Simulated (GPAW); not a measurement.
**Screening of a field by Cr2CO2 MXene monolayer**

Aim: the dipole that a field along the normal induces in Cr2CO2 MXene monolayer.

Calculated with GPAW 26.7.0; GPAW, PAW setups; layer in a repeated cell with vacuum, relaxation of atoms and in-plane cell, in the first sound run; inputs show where later runs differ.

Report form: the programs' logs are mostly left out.

## (1) Set-up

The cell holds 5 atoms: 2 O, 2 Cr and 1 C. Cell: a = 2.836 Å, b = 2.836 Å, c = 18.209 Å, α = 90.0°, β = 90.0°, γ = 120.0°. Vacuum lies along c.

As a file:

```cif
data_structure
_symmetry_space_group_name_H-M 'P 1'
_symmetry_Int_Tables_number 1
_cell_length_a 2.8360
_cell_length_b 2.8360
_cell_length_c 18.2088
_cell_angle_alpha 90.000
_cell_angle_beta 90.000
_cell_angle_gamma 120.000
_cell_volume 126.83
loop_
_atom_site_label
_atom_site_type_symbol
_atom_site_fract_x
_atom_site_fract_y
_atom_site_fract_z
_atom_site_occupancy
O1 O 0.33333 0.66667 0.38443 1
Cr2 Cr 0.66667 0.33333 0.43855 1
C3 C 0.00000 0.00000 0.50000 1
Cr4 Cr 0.33333 0.66667 0.56145 1
O5 O 0.66667 0.33333 0.61557 1
```

## (2) Relaxation

Forces are removed first; all later runs use this geometry.

run.py reads:

```python
import json
import numpy as np
from ase import Atoms
from ase.filters import FrechetCellFilter
from ase.optimize import BFGS
from gpaw import GPAW, PW

slab = Atoms(
    ['O', 'Cr', 'C', 'Cr', 'O'],
    positions=[
        [-0.00000, 1.63735, 7.00000],
        [1.41799, 0.81868, 7.98539],
        [0.00000, 0.00000, 9.10439],
        [-0.00000, 1.63735, 10.22339],
        [1.41799, 0.81868, 11.20879]],
    cell=[[2.83598, 0.0, 0.0], [-1.41799, 2.45603, 0.0], [0.0, 0.0, 18.2088]],
    pbc=[True, True, True],
    magmoms=[0.0, 2.0, 0.0, 2.0, 0.0])

slab.calc = GPAW(mode=PW(600), xc='PBE', kpts={'size': (12, 12, 1), 'gamma': True},
                 occupations={'name': 'fermi-dirac', 'width': 0.05}, nbands='160%',
                 convergence={'density': 1e-05}, maxiter=200,
                 symmetry={'tolerance': 1e-3}, txt='slab.txt')
result = {}
# The in-plane cell is free; stress needs a cell that repeats along all three vectors
path = []
opt = BFGS(FrechetCellFilter(slab, mask=[1, 1, 0, 0, 0, 1]), maxstep=0.2)
opt.attach(lambda: path.append((slab.get_potential_energy(), slab.positions.tolist(), slab.get_forces().tolist())))
result['relaxed'] = bool(opt.run(fmax=0.02, steps=45))
result['path'] = path
result['cell'] = slab.cell.tolist()
print('in-plane lattice', slab.cell.cellpar().round(4)[[0, 1, 5]])
energy = slab.get_potential_energy()
fermi = slab.calc.get_fermi_level()
v = slab.calc.get_electrostatic_potential().mean((0, 1)) - fermi
n = slab.calc.get_pseudo_density().mean((0, 1))
L = slab.cell[2, 2]
z = np.arange(len(v)) * L / len(v)
low, high = slab.positions[:, 2].min(), slab.positions[:, 2].max()
below, above = np.interp([low - 4.8, high + 4.8], z, v)
slopes = [np.interp(x, z, np.gradient(v, z)) for x in (low - 4.8, high + 4.8)]
eps = np.array([[slab.calc.get_eigenvalues(k, s) for k in range(len(slab.calc.get_ibz_k_points()))]
                for s in range(slab.calc.get_number_of_spins())]) - fermi
top, bottom = eps[eps < 0].max(), eps[eps > 0].min()
dipole = slab.get_dipole_moment()[2]
print(f'energy {energy:.4f} eV, Fermi level {fermi:.4f} eV, dipole {dipole:.5f} e A')
print(f'potential 4.8 A off the faces, from the Fermi level: lower {below:.4f} eV, upper {above:.4f} eV')
print(f'slope of the potential there: lower {slopes[0]:.5f}, upper {slopes[1]:.5f} eV/A')
print(f'nearest levels on the mesh: {top:.4f} and {bottom:.4f} eV')
print('magnetic moment', round(slab.get_magnetic_moment(), 3))
result.update(energy=energy, fermi=fermi, dipole=dipole, below=below, above=above, slopes=slopes, edges=[top, bottom],
              z=z.tolist(), v=v.tolist(), n=n.tolist(), positions=slab.positions.tolist(),
              forces=slab.get_forces(apply_constraint=False).tolist(), moments=slab.get_magnetic_moments().tolist())
json.dump(result, open('result.json', 'w'))
```

On the command line:

```sh
$ OMP_NUM_THREADS=1 OPENBLAS_NUM_THREADS=1 python run.py
```

Run time: 10 min. Hardware: 1 thread of Intel Xeon Platinum 8375C at 2.90GHz (Ice Lake), shared host; peak memory 0.41 GiB.

Numbers from this step:

```yaml
dipole_along_the_normal: 1.72e-5 e·Å
levels_nearest_the_fermi_level_on_the_mesh: -0.02330, 0.004810 eV from the Fermi level
site_moments: -0.01881, 2.043, -0.1299, 2.043, -0.01881 μB
sum_of_the_site_moments: 3.918 μB
```

The electrostatic potential energy of an electron (without an applied field's), less the Fermi level, planar mean oscillates, so the rows of the table below give means over windows of 1.39 Å about each position, cut where the curve ends. Its maxima inside the range that stand out by 2 % of the span (Å: eV): 7.2: -10.8, 8.6: -5.89, 9.6: -5.89, 11.0: -10.8. Its minima: 6.9: -13.1, 7.8: -18.7, 9.1: -12.8, 10.4: -18.7, 11.3: -13.1.

Table of electrostatic potential energy of an electron (without an applied field's), less the Fermi level, planar mean by z; means over each step:

| z (Å) | electrostatic potential energy of an electron (without an applied field's), less the Fermi level, planar mean (eV) |
| --- | --- |
| 0.69 | 6.43 |
| 2.08 | 6.43 |
| 3.48 | 6.43 |
| 4.87 | 6.39 |
| 6.26 | 0.191 |
| 7.65 | -14.0 |
| 9.04 | -8.42 |
| 10.43 | -13.5 |
| 11.82 | -1.66 |
| 13.21 | 6.36 |
| 14.60 | 6.43 |
| 15.99 | 6.43 |
| 17.38 | 6.43 |

The pseudo valence density, planar mean oscillates, so the rows of the table below give means over windows of 1 Å about each position, cut where the curve ends. Its maxima inside the range that stand out by 2 % of the span (Å: e/Å³): 6.9: 1.06, 9.0: 0.558, 11.3: 1.06. Its minima: 8.3: 0.479, 9.9: 0.479.

Table of pseudo valence density, planar mean by z; means over each step:

z (Å), pseudo valence density, planar mean (e/Å³) and a bar:
```
        4       0.00 
        5       0.00 
        6       0.17 ######
        7       0.86 ##############################
        8       0.58 ####################
        9       0.54 ###################
       10       0.55 ###################
       11       0.84 #############################
       12       0.32 ###########
       13       0.01 
       14       0.00 
       15       0.00
```

Site moment by atom:

| atom | site moment (μB) |
| --- | --- |
| O1 | -0.02 |
| Cr2 | 2.04 |
| C3 | -0.13 |
| Cr4 | 2.04 |
| O5 | -0.02 |

The relaxation lowered the energy of the cell by 0.445 eV (energies extrapolated to zero smearing; the optimiser's log prints free energies). The largest force left on a free atom is 0.020 eV/Å.

## (3) The slab's potential

The work function is the vacuum plateau of the electrostatic potential less the Fermi level; a dipole layer lets the two faces have plateaus of their own.

This step: GPAW, PAW setups; slab in vacuum (GPAW 26.7.0).

The cell differs from the one that the last finished run ended in (c 18.209 → 18.474 Å).

run.py, as its differences from that of step 2:

```diff
@@ -3,4 +3,2 @@
 from ase import Atoms
-from ase.filters import FrechetCellFilter
-from ase.optimize import BFGS
 from gpaw import GPAW, PW
@@ -10,24 +8,17 @@
     positions=[
-        [-0.00000, 1.63735, 7.00000],
-        [1.41799, 0.81868, 7.98539],
-        [0.00000, 0.00000, 9.10439],
-        [-0.00000, 1.63735, 10.22339],
-        [1.41799, 0.81868, 11.20879]],
-    cell=[[2.83598, 0.0, 0.0], [-1.41799, 2.45603, 0.0], [0.0, 0.0, 18.2088]],
-    pbc=[True, True, True],
+        [-0.00000, 1.66600, 7.00000],
+        [1.44280, 0.83301, 7.94698],
+        [-0.00000, 0.00000, 9.23723],
+        [-0.00000, 1.66600, 10.52748],
+        [1.44280, 0.83301, 11.47447]],
+    cell=[[2.88561, -0.0, 0.0], [-1.4428, 2.49901, 0.0], [0.0, 0.0, 18.4745]],
+    pbc=[True, True, False],
     magmoms=[0.0, 2.0, 0.0, 2.0, 0.0])
 
-slab.calc = GPAW(mode=PW(600), xc='PBE', kpts={'size': (12, 12, 1), 'gamma': True},
+slab.calc = GPAW(mode=PW(500), xc='PBE', kpts={'size': (12, 12, 1), 'gamma': True},
                  occupations={'name': 'fermi-dirac', 'width': 0.05}, nbands='160%',
                  convergence={'density': 1e-05}, maxiter=200,
+                 poissonsolver={'dipolelayer': 'xy'},
                  symmetry={'tolerance': 1e-3}, txt='slab.txt')
 result = {}
-# The in-plane cell is free; stress needs a cell that repeats along all three vectors
-path = []
-opt = BFGS(FrechetCellFilter(slab, mask=[1, 1, 0, 0, 0, 1]), maxstep=0.2)
-opt.attach(lambda: path.append((slab.get_potential_energy(), slab.positions.tolist(), slab.get_forces().tolist())))
-result['relaxed'] = bool(opt.run(fmax=0.02, steps=45))
-result['path'] = path
-result['cell'] = slab.cell.tolist()
-print('in-plane lattice', slab.cell.cellpar().round(4)[[0, 1, 5]])
 energy = slab.get_potential_energy()
```

Elapsed: 46 s, on 1 thread; peak memory 0.25 GiB.

This step gave:

```yaml
dipole_along_the_normal: -1.91e-4 e·Å
levels_nearest_the_fermi_level_on_the_mesh: -0.02071, 0.004098 eV from the Fermi level
upper_work_function: 6.429 eV
lower_work_function: 6.418 eV
site_moments: -0.01907, 2.042, -0.1300, 2.042, -0.01907 μB
sum_of_the_site_moments: 3.915 μB
```

The electrostatic potential energy of an electron (without an applied field's), less the Fermi level, planar mean oscillates, so the rows of the table below give means over windows of 1.44 Å about each position, cut where the curve ends. Its maxima inside the range that stand out by 2 % of the span (Å: eV): 7.3: -10.9, 8.8: -5.93, 9.7: -5.93, 11.2: -10.9. Its minima: 7.0: -13.1, 8.0: -18.6, 9.2: -12.8, 10.5: -18.6, 11.5: -13.0.

Electrostatic potential energy of an electron (without an applied field's), less the Fermi level, planar mean against z; means over each step:

z (Å), electrostatic potential energy of an electron (without an applied field's), less the Fermi level, planar mean (eV) and a bar from the least value:
```
     0.72        6.4 ##############################
     2.16        6.4 ##############################
     3.60        6.4 ##############################
     5.04        6.4 ##############################
     6.48       -1.1 ###################
     7.92      -13.4 #
     9.36       -8.5 ########
    10.80      -14.2 
    12.24        2.1 ########################
    13.68        6.4 ##############################
    15.12        6.4 ##############################
    16.56        6.4 ##############################
    18.00        6.4 ##############################
```

Table of pseudo valence density, planar mean by z:

z (Å), pseudo valence density, planar mean (e/Å³) and a bar from the least value:
```
     0.00       0.00 
     0.58       0.00 
     0.96       0.00 
     1.54       0.00 
     1.92       0.00 
     2.50       0.00 
     2.89       0.00 
     3.46       0.00 
     4.04       0.00 
     4.43       0.00 
     5.00       0.00 
     5.39       0.01 
     5.97       0.05 #
     6.35       0.22 ######
     6.93       1.02 #############################
     7.51       0.71 #####################
     7.89       0.68 ####################
     8.47       0.48 ##############
     8.85       0.53 ###############
     9.43       0.56 ################
     9.81       0.49 ##############
    10.39       0.62 ##################
    10.78       0.66 ###################
    11.35       1.04 ##############################
    11.93       0.44 #############
    12.32       0.10 ###
    12.89       0.01 
    13.28       0.00 
    13.86       0.00 
    14.24       0.00 
    14.82       0.00 
    15.40       0.00 
    15.78       0.00 
    16.36       0.00 
    16.74       0.00 
    17.32       0.00 
    17.70       0.00 
    18.28       0.00
```

Force by atom:

| atom | x (eV/Å) | y (eV/Å) | z (eV/Å) | size |
| --- | --- | --- | --- | --- |
| O1 | 0.000 | 0.000 | -0.103 | 0.103 |
| Cr2 | 0.000 | 0.000 | 0.007 | 0.007 |
| C3 | 0.000 | 0.000 | 0.000 | 0.000 |
| Cr4 | 0.000 | 0.000 | -0.007 | 0.007 |
| O5 | 0.000 | 0.000 | 0.103 | 0.103 |

The potential is flat to 2.3e-4 eV/Å where it is read, so the vacuum is wide enough.

## (4) In a field

A uniform field along the normal polarises the slab; the atoms stay fixed, so this is the electronic response alone.

run.py, as its differences from that of step 3:

```diff
@@ -4,2 +4,3 @@
 from gpaw import GPAW, PW
+from gpaw.external import ConstantElectricField
 
@@ -21,2 +22,3 @@
                  poissonsolver={'dipolelayer': 'xy'},
+                 external=ConstantElectricField(-0.2, [0, 0, 1]),
                  symmetry={'tolerance': 1e-3}, txt='slab.txt')
```

It took 5.5 min on 1 thread; peak memory 0.49 GiB.

This step gave:

| Quantity | Value |
| --- | --- |
| dipole along the normal | -0.04426 e·Å |
| levels nearest the Fermi level on the mesh | -0.02033, 0.003784 eV from the Fermi level |
| site moments | -0.01944, 2.038, -0.1300, 2.046, -0.01870 μB |
| potential below the slab, the applied field's own ramp left out | 5.869 eV from the Fermi level |
| potential above the slab, the applied field's own ramp left out | 6.980 eV from the Fermi level |

The electrostatic potential energy of an electron (without an applied field's), less the Fermi level, planar mean oscillates, so the rows of the table below give means over windows of 1.44 Å about each position, cut where the curve ends. Its maxima inside the range that stand out by 2 % of the span (Å: eV): 7.3: -11.2, 8.8: -6.02, 9.7: -5.83, 11.2: -10.5. Its minima: 7.0: -13.5, 8.0: -18.8, 9.2: -12.8, 10.5: -18.4, 11.5: -12.6.

Electrostatic potential energy of an electron (without an applied field's), less the Fermi level, planar mean against z; means over each step:

| z (Å) | electrostatic potential energy of an electron (without an applied field's), less the Fermi level, planar mean (eV) |
| --- | --- |
| 0.72 | 5.94 |
| 2.16 | 5.87 |
| 3.60 | 5.87 |
| 5.04 | 5.82 |
| 6.48 | -1.63 |
| 7.92 | -13.6 |
| 9.36 | -8.50 |
| 10.80 | -13.9 |
| 12.24 | 2.57 |
| 13.68 | 6.95 |
| 15.12 | 6.98 |
| 16.56 | 6.98 |
| 18.00 | 6.93 |

Force by atom:

| atom | x (eV/Å) | y (eV/Å) | z (eV/Å) | size |
| --- | --- | --- | --- | --- |
| O1 | 0.000 | -0.001 | -0.061 | 0.061 |
| Cr2 | 0.000 | 0.000 | -0.039 | 0.039 |
| C3 | 0.000 | 0.000 | 0.006 | 0.006 |
| Cr4 | 0.000 | 0.000 | -0.051 | 0.051 |
| O5 | 0.000 | 0.001 | 0.147 | 0.147 |

The dipole is now -0.0443 e Å, against -1.9e-4 in the run without a field.

## (5) In a field

run.py, as its differences from that of step 4:

```diff
@@ -22,3 +22,3 @@
                  poissonsolver={'dipolelayer': 'xy'},
-                 external=ConstantElectricField(-0.2, [0, 0, 1]),
+                 external=ConstantElectricField(-0.1, [0, 0, 1]),
                  symmetry={'tolerance': 1e-3}, txt='slab.txt')
```

Wall time 5.1 min (1 thread); peak memory 0.49 GiB.

This step gave:

| Quantity | Value |
| --- | --- |
| dipole along the normal | -0.02214 e·Å |
| levels nearest the Fermi level on the mesh | -0.02032, 0.003780 eV from the Fermi level |
| site moments | -0.01926, 2.040, -0.1300, 2.044, -0.01888 μB |
| potential below the slab, the applied field's own ramp left out | 6.146 eV from the Fermi level |
| potential above the slab, the applied field's own ramp left out | 6.702 eV from the Fermi level |

The electrostatic potential energy of an electron (without an applied field's), less the Fermi level, planar mean oscillates, so the rows of the table below give means over windows of 1.44 Å about each position, cut where the curve ends. Its maxima inside the range that stand out by 2 % of the span (Å: eV): 7.3: -11.1, 8.8: -5.97, 9.7: -5.88, 11.2: -10.7. Its minima: 7.0: -13.3, 8.0: -18.7, 9.2: -12.8, 10.5: -18.5, 11.5: -12.8.

The electrostatic potential energy of an electron (without an applied field's), less the Fermi level, planar mean by z; means over each step:

| z (Å) | electrostatic potential energy of an electron (without an applied field's), less the Fermi level, planar mean (eV) |
| --- | --- |
| 0.72 | 6.18 |
| 2.16 | 6.15 |
| 3.60 | 6.14 |
| 5.04 | 6.09 |
| 6.48 | -1.38 |
| 7.92 | -13.5 |
| 9.36 | -8.51 |
| 10.80 | -14.0 |
| 12.24 | 2.32 |
| 13.68 | 6.68 |
| 15.12 | 6.70 |
| 16.56 | 6.70 |
| 18.00 | 6.68 |

Force by atom:

| atom | x (eV/Å) | y (eV/Å) | z (eV/Å) | size |
| --- | --- | --- | --- | --- |
| O1 | 0.000 | -0.001 | -0.082 | 0.082 |
| Cr2 | 0.000 | 0.000 | -0.016 | 0.016 |
| C3 | 0.000 | 0.000 | 0.003 | 0.003 |
| Cr4 | 0.000 | 0.000 | -0.029 | 0.029 |
| O5 | 0.000 | 0.001 | 0.125 | 0.125 |

The dipole is now -0.0221 e Å, against -1.9e-4 in the run without a field.

## (6) Field on

run.py, as its differences from that of step 5:

```diff
@@ -22,3 +22,3 @@
                  poissonsolver={'dipolelayer': 'xy'},
-                 external=ConstantElectricField(-0.1, [0, 0, 1]),
+                 external=ConstantElectricField(-0.05, [0, 0, 1]),
                  symmetry={'tolerance': 1e-3}, txt='slab.txt')
```

It took 4.4 min on 1 thread; peak memory 0.49 GiB.

## (7) Field on

run.py, as its differences from that of step 6:

```diff
@@ -22,3 +22,3 @@
                  poissonsolver={'dipolelayer': 'xy'},
-                 external=ConstantElectricField(-0.05, [0, 0, 1]),
+                 external=ConstantElectricField(0.05, [0, 0, 1]),
                  symmetry={'tolerance': 1e-3}, txt='slab.txt')
```

Wall time 4.2 min (1 thread); peak memory 0.49 GiB.

The electrostatic potential energy of an electron (without an applied field's), less the Fermi level, planar mean oscillates, so the rows of the table below give means over windows of 1.44 Å about each position, cut where the curve ends. Its maxima inside the range that stand out by 2 % of the span (Å: eV): 7.3: -10.8, 8.8: -5.90, 9.7: -5.95, 11.2: -11.0. Its minima: 7.0: -12.9, 8.0: -18.5, 9.2: -12.8, 10.5: -18.7, 11.5: -13.2.

Table of electrostatic potential energy of an electron (without an applied field's), less the Fermi level, planar mean by z; means over each step:

z (Å), electrostatic potential energy of an electron (without an applied field's), less the Fermi level, planar mean (eV) and a bar from the least value:
```
     0.72        6.5 ##############################
     2.16        6.6 ##############################
     3.60        6.6 ##############################
     5.04        6.5 ##############################
     6.48       -1.0 ###################
     7.92      -13.3 #
     9.36       -8.5 ########
    10.80      -14.2 
    12.24        1.9 #######################
    13.68        6.3 ##############################
    15.12        6.3 ##############################
    16.56        6.3 ##############################
    18.00        6.3 ##############################
```

## (8) Field on

run.py, as its differences from that of step 7:

```diff
@@ -22,3 +22,3 @@
                  poissonsolver={'dipolelayer': 'xy'},
-                 external=ConstantElectricField(0.05, [0, 0, 1]),
+                 external=ConstantElectricField(0.1, [0, 0, 1]),
                  symmetry={'tolerance': 1e-3}, txt='slab.txt')
```

Elapsed: 5 min, on 1 thread; peak memory 0.49 GiB.

The electrostatic potential energy of an electron (without an applied field's), less the Fermi level, planar mean oscillates, so the rows of the table below give means over windows of 1.44 Å about each position, cut where the curve ends. Its maxima inside the range that stand out by 2 % of the span (Å: eV): 7.3: -10.7, 8.8: -5.88, 9.7: -5.97, 11.2: -11.1. Its minima: 7.0: -12.8, 8.0: -18.5, 9.2: -12.8, 10.5: -18.7, 11.5: -13.3.

Table of electrostatic potential energy of an electron (without an applied field's), less the Fermi level, planar mean by z; means over each step:

z (Å), electrostatic potential energy of an electron (without an applied field's), less the Fermi level, planar mean (eV) and a bar from the least value:
```
     0.72        6.7 ##############################
     2.16        6.7 ##############################
     3.60        6.7 ##############################
     5.04        6.6 ##############################
     6.48       -0.9 ###################
     7.92      -13.3 ##
     9.36       -8.5 ########
    10.80      -14.3 
    12.24        1.8 #######################
    13.68        6.1 #############################
    15.12        6.1 #############################
    16.56        6.1 #############################
    18.00        6.2 #############################
```

The dipole is now 0.0221 e Å, against -1.9e-4 in the run without a field.

## (9) Field on

run.py, as its differences from that of step 8:

```diff
@@ -22,3 +22,3 @@
                  poissonsolver={'dipolelayer': 'xy'},
-                 external=ConstantElectricField(0.1, [0, 0, 1]),
+                 external=ConstantElectricField(0.2, [0, 0, 1]),
                  symmetry={'tolerance': 1e-3}, txt='slab.txt')
```

Elapsed: 5.7 min, on 1 thread; peak memory 0.49 GiB.

The dipole is now 0.0443 e Å, against -1.9e-4 in the run without a field.

(Part 1 of 2 ends here.)

[Logs are printed without paths, hosts, clocks, repeated set-up lines and the standing remarks that a program may print on its own settings, such as how far it seeks lower states.]

[Hosts, paths, dates, database ids (printed as entryN), source tags and the programs' standing remarks are cut or masked in the printed files.]
